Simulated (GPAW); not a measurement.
**Dielectric function and optical constants of BN**

Wanted: where BN starts to absorb, how strongly, and its refractive index. The cell comes from an older database entry, whose edges can differ from later determinations, mostly by under a per cent.

Main program and level: GPAW 26.7.0; DFT, LDA, plane-wave PAW (GPAW data sets), scalar-relativistic, RPA, optical limit.

Most raw output is cut from this account.

The database entry behind the starting cell differs from later determinations by our own check (about 0.3 % short, minor phase), so it need not match the best structure at ambient conditions.

### 1. The structure

Symmetry: P6_3/mmc, No. 194, hexagonal system. Conventional cell: a = 2.498 Å, b = 2.498 Å, c = 6.636 Å, α = 90.00°, β = 90.00°, γ = 120.00°. N has 3 B at 1.44 Å nearest. B has 3 N at 1.44 Å nearest. Farther neighbours and most contacts between anions are not listed.

### 2. Ground state

The self-consistent density comes first; it also tells whether there is a gap, which decides the occupations and the need for a Drude term.

This step: DFT, LDA, plane-wave PAW (GPAW data sets), scalar-relativistic, ground state (GPAW 26.7.0).

The input, gs.py:

```python
from ase import Atoms
from ase.dft.bandgap import bandgap
from gpaw import GPAW, PW, FermiDirac

atoms = Atoms(['N', 'N', 'B', 'B'],
              cell=[[2.498240000000, 0.000000000000, 0.000000000000],
                    [-1.249120000000, 2.163539304800, 0.000000000000],
                    [0.000000000000, 0.000000000000, 6.635700000000]],
              scaled_positions=[[0.666666666700, 0.333333333300, 0.250000000000],
                                [0.333333333300, 0.666666666700, 0.750000000000],
                                [0.666666666700, 0.333333333300, 0.750000000000],
                                [0.333333333300, 0.666666666700, 0.250000000000]],
              pbc=[True, True, True])
atoms.calc = GPAW(mode=PW(500), xc='LDA', kpts={'size': (12, 12, 4), 'gamma': True},
                  occupations=FermiDirac(0.05), maxiter=150, txt='gs.txt')
print('energy (eV)', atoms.get_potential_energy())
print('Fermi level (eV)', atoms.calc.get_fermi_level())
print('valence electrons', atoms.calc.get_number_of_electrons())
print('gap (eV)', bandgap(atoms.calc, output=None)[0])
print('direct gap (eV)', bandgap(atoms.calc, direct=True, output=None)[0])
atoms.calc.write('gs.gpw')
```

Command:

```bash
OMP_NUM_THREADS=1 python gs.py
```

Wall time 13 s (1 thread of Arm Neoverse V2, shared host); peak memory 0.15 GiB.

This step gave:

| Quantity | Value |
| --- | --- |
| energy | -37.38 eV |
| Fermi energy | 4.861 eV |
| gap on the k-mesh | 4.062 eV |
| direct gap on the mesh | 4.487 eV |
| electrons | 16 |

There is a gap, 4.06 eV on this mesh (points off the mesh can give less), so no carriers' term is needed.

### 3. Bands for the response

At the fixed density, many empty bands are solved on the mesh of the response, since the spectrum sums over them.

This step: DFT, LDA, plane-wave PAW (GPAW data sets), scalar-relativistic, bands at fixed density (GPAW 26.7.0).

The input, nscf.py:

```python
from ase.dft.bandgap import bandgap
from gpaw import GPAW, FermiDirac

calc = GPAW('gs.gpw').fixed_density(kpts={'size': (15, 15, 5), 'gamma': True}, nbands=33, convergence={'bands': 27},
                                    occupations=FermiDirac(0.001), txt='nscf.txt')
print('gap (eV)', bandgap(calc, output=None)[0])
print('direct gap (eV)', bandgap(calc, direct=True, output=None)[0])
print('top band over the Fermi level (eV)', min(calc.get_eigenvalues(kpt=k)[26] for k in range(len(calc.get_ibz_k_points()))) - calc.get_fermi_level())
calc.write('full.gpw', mode='all')
```

Command:

```bash
OMP_NUM_THREADS=1 python nscf.py
```

Run time: 49 s. Hardware: 1 thread; peak memory 0.22 GiB.

This step gave:

* gap on the k-mesh: 4.081 eV
* direct gap on the mesh: 4.504 eV

### 4. Dielectric function, RPA

Local fields let the induced charge screen the field inside the cell, which as a rule lowers ε, most along directions where the density is uneven.

This step: DFT, LDA, plane-wave PAW (GPAW data sets), scalar-relativistic, RPA, optical limit (GPAW 26.7.0).

The input, df.py:

```python
from gpaw.response.df import DielectricFunction

df = DielectricFunction('full.gpw', frequencies={'type': 'nonlinear', 'domega0': 0.03, 'omega2': 8},
                        ecut=50,
                        eta=0.15,
                        nbands=27,
                        txt='df.txt')
for direction in ['x', 'z']:
    df.get_dielectric_function(xc='RPA', direction=direction, filename=f'df_{direction}.csv')
```

Command:

```bash
OMP_NUM_THREADS=1 python df.py
```

Run time: 7.8 s. Hardware: 1 thread; peak memory 0.23 GiB.

This step gave:

| Quantity | Value |
| --- | --- |
| electronic dielectric constant ε∞, mean over x, y and z (by symmetry where fewer were run) | 4.065 |
| main peak of Im epsilon, first axis | 5.746 eV |
| centre of weight of the strongest loss peak in the window | 7.955 eV |

Some rows of df_x.csv (energy; Re and Im without local fields; Re and Im with them):

```text
0.000000, 4.999099, 0.000000, 4.771700, 0.000000
0.429336, 5.015092, 0.011274, 4.786218, 0.010232
0.878195, 5.067296, 0.023961, 4.833581, 0.021728
1.347938, 5.165492, 0.039476, 4.922554, 0.035735
1.840057, 5.326884, 0.060338, 5.068461, 0.054466
2.356191, 5.583446, 0.091751, 5.299572, 0.082451
2.898142, 6.001282, 0.146663, 5.673786, 0.130835
3.467895, 6.745184, 0.268060, 6.333480, 0.236027
4.067647, 8.410880, 0.723751, 7.782248, 0.618848
4.699832, 9.958272, 5.480064, 9.308890, 4.550476
5.367152, 6.876814, 9.246920, 7.106361, 8.121605
6.072622, -1.625189, 6.285504, -1.176974, 6.388089
6.819608, -0.744963, 3.001932, -0.606120, 3.079409
7.611886, -0.147892, 1.697651, -0.128313, 1.723630
8.453705, 1.167184, 1.224581, 1.163818, 1.198313
9.349861, 1.859298, 0.655806, 1.812535, 0.635457
10.305790, 2.543752, 0.716297, 2.435756, 0.680539
11.327680, 3.464785, 0.892357, 3.263428, 0.823499
12.422601, 5.470652, 1.298166, 5.062154, 1.063053
13.598673, 4.523426, 7.164468, 5.034908, 6.468229
```

The Im ε has structure finer than the step of the table below, so its rows give means over 0.5 eV, whole bins alone (the curve runs from 0 to 14.0 eV). Peaks (eV: height): E ∥ x 5.77: 11.1; E ∥ z 4.70: 1.27, 10.03: 6.34.

Values under the direct gap are tails of Lorentzian lines. Im ε against photon energy; means over each step:

```csv
photon energy (eV),E ∥ x,E ∥ z
0.5,0.0120,0.00293
1.0,0.0252,0.00610
1.5,0.0412,0.00979
2.0,0.0624,0.0145
2.5,0.0936,0.0211
3.0,0.146,0.0320
3.5,0.252,0.0544
4.0,0.582,0.132
4.5,2.89,0.784
5.0,6.52,1.13
5.5,9.59,0.971
6.0,7.78,0.791
6.5,4.63,0.565
7.0,2.83,0.507
7.5,2.13,0.418
8.0,1.29,0.443
8.5,1.24,0.592
9.0,0.885,1.46
9.5,0.698,3.49
10.0,0.750,5.29
10.5,0.700,3.15
11.0,0.826,2.54
11.5,0.849,2.20
12.0,0.857,1.51
12.5,1.32,1.23
13.0,3.81,1.06
13.5,6.12,1.22
```

The Re ε by photon energy:

```csv
photon energy (eV),E ∥ x,E ∥ z
0.0,4.77,2.65
0.5,4.79,2.65
1.0,4.85,2.67
1.5,4.96,2.70
2.0,5.13,2.74
2.5,5.38,2.79
3.0,5.77,2.88
3.5,6.38,3.01
4.0,7.54,3.26
4.5,9.85,3.74
5.0,8.88,3.04
5.5,6.28,2.49
6.0,-1.36,2.52
6.5,-0.754,2.66
7.0,-0.125,2.68
7.5,-0.264,2.89
8.0,0.842,3.33
8.5,1.20,3.92
9.0,1.27,5.01
9.5,2.01,4.70
10.0,2.26,2.16
10.5,2.67,0.642
11.0,2.94,0.487
11.5,3.33,0.751
12.0,4.04,0.353
12.5,5.35,0.731
13.0,6.50,1.18
13.5,5.09,1.50
```

The reflectivity at normal incidence has structure finer than the step of the table below, so its rows give means over 0.5 eV, whole bins alone (the curve runs from 0 to 14.0 eV). Peaks (eV: height): E ∥ x 5.87: 43.4; E ∥ z 4.56: 10.8, 10.10: 30.6, 11.79: 17.9.

Reflectivity at normal incidence against photon energy; means over each step:

```csv
photon energy (eV),E ∥ x (%),E ∥ z (%)
0.5,13.9,5.73
1.0,14.1,5.80
1.5,14.5,5.91
2.0,15.0,6.08
2.5,15.8,6.32
3.0,17.0,6.68
3.5,18.8,7.26
4.0,21.9,8.34
4.5,27.4,10.3
5.0,31.0,8.70
5.5,35.8,6.90
6.0,40.1,6.31
6.5,33.7,6.13
7.0,25.1,6.39
7.5,21.0,7.19
8.0,8.25,8.84
8.5,6.05,11.1
9.0,3.78,15.5
9.5,4.03,19.9
10.0,5.19,27.2
10.5,6.53,20.2
11.0,7.97,17.6
11.5,9.46,15.0
12.0,11.8,12.6
12.5,16.6,7.22
13.0,23.4,4.79
13.5,27.5,5.64
```

The loss function −Im 1/ε at q → 0 has structure finer than the step of the table below, so its rows give means over 0.5 eV, whole bins alone (the curve runs from 0 to 14.0 eV). Peaks (eV: height): E ∥ x 7.73: 0.712; E ∥ z 5.47: 0.140, 12.10: 0.691, 12.59: 0.602.

Values under the direct gap are tails of Lorentzian lines. The loss function −Im 1/ε at q → 0 by energy loss; means over each step:

```csv
energy loss (eV),E ∥ x,E ∥ z
0.5,5.2e-4,4.2e-4
1.0,0.00107,8.5e-4
1.5,0.00167,0.00134
2.0,0.00236,0.00193
2.5,0.00321,0.00270
3.0,0.00435,0.00384
3.5,0.00607,0.00594
4.0,0.00970,0.0120
4.5,0.0281,0.0580
5.0,0.0562,0.113
5.5,0.0751,0.129
6.0,0.134,0.112
6.5,0.213,0.0789
7.0,0.351,0.0671
7.5,0.491,0.0478
8.0,0.559,0.0386
8.5,0.425,0.0373
9.0,0.340,0.0528
9.5,0.162,0.101
10.0,0.133,0.159
10.5,0.0932,0.302
11.0,0.0875,0.378
11.5,0.0708,0.412
12.0,0.0506,0.606
12.5,0.0421,0.556
13.0,0.0670,0.419
13.5,0.0965,0.324
```

Values under the direct gap are tails of Lorentzian lines. The Im ε, E ∥ x by photon energy; read off at these points:

```csv
photon energy (eV),without local fields,with local fields
0.00,0,0
0.50,0.0132,0.0120
1.00,0.0277,0.0251
1.50,0.0453,0.0410
2.00,0.0687,0.0620
2.50,0.103,0.0928
3.00,0.162,0.144
3.50,0.279,0.246
4.00,0.623,0.535
4.50,3.54,2.90
5.00,7.94,6.69
5.50,11.1,9.98
5.71,11.7,11.1
5.77,11.5,11.1
6.00,7.18,7.31
6.50,4.96,5.00
7.00,2.81,2.84
7.50,2.18,2.23
8.00,1.26,1.25
8.50,1.23,1.20
9.00,0.855,0.845
9.50,0.709,0.685
10.00,0.788,0.771
10.50,0.701,0.652
11.00,0.901,0.848
11.50,1.01,0.903
12.00,0.958,0.843
12.50,1.48,1.21
13.00,4.79,3.87
13.50,6.57,5.84
```

From ε follow the optical constants at some laser and lamp lines:

```csv
wavelength (nm),n x,k x,R (%) x,1/α x,n z,k z,R (%) z,1/α z
800,2.23,0.010,14.5,6.6 µm,1.64,0.003,5.9,21 µm
633,2.26,0.013,15.0,3.8 µm,1.65,0.004,6.1,12 µm
532,2.30,0.018,15.5,2.4 µm,1.66,0.006,6.2,7.7 µm
405,2.41,0.032,17.2,1.0 µm,1.70,0.010,6.7,3.3 µm
365,2.50,0.044,18.3,668 nm,1.73,0.014,7.1,2.1 µm
308,2.76,0.102,22.0,240 nm,1.81,0.035,8.4,701 nm
248,3.16,1.056,31.4,19 nm,1.77,0.295,8.7,67 nm
```

Below the direct gap, k and the depth come from the tails of the Lorentzian lines, not from transitions.

Rows near the edge hang on the gap, which this functional as a rule makes too small, and phonon-assisted absorption is left out.

At 1064 nm the birefringence n(z) − n(x) is -0.573: the crystal is uniaxial negative at this level.

### 5. Results

```
electronic dielectric constant ε∞, mean over x, y and z (by symmetry where fewer were run) (RPA) : 4.06
main peak of Im epsilon, first axis                                                              : 5.75 eV
centre of weight of the strongest loss peak in the window, first axis                            : 7.96 eV
```

In words: At this level (LDA, RPA) BN has a mean ε∞ = 4.06 and n = 2.20 at 1550 nm (E ∥ x), and Im ε peaks at 5.7 eV (E ∥ x). On the mesh the gap is 4.08 eV and the least direct gap 4.50 eV, so on this mesh the band edges lie at different points. Local fields change the static value along x from 5.00 to 4.77 (-5 %). The static values by axis are 4.77 (x), 2.65 (z). At 1064 nm the birefringence n(z) − n(x) is -0.573: the crystal is uniaxial negative at this level. Excitons and phonon-assisted transitions are missing; LDA gaps are as a rule too small, which pulls the onset down and ε∞ up. The sum runs over mesh points, so small or evenly spaced maxima can still be ripples of the mesh.

[Machine, clock and banner lines and Python warnings are left out of the logs.]

[Logs are printed without paths, hosts, clocks, repeated set-up lines and the standing remarks that a program may print on its own settings, such as how far it seeks lower states.]

[Hosts, paths, dates, database ids (printed as entryN), source tags and the programs' standing remarks are cut or masked in the printed files.]
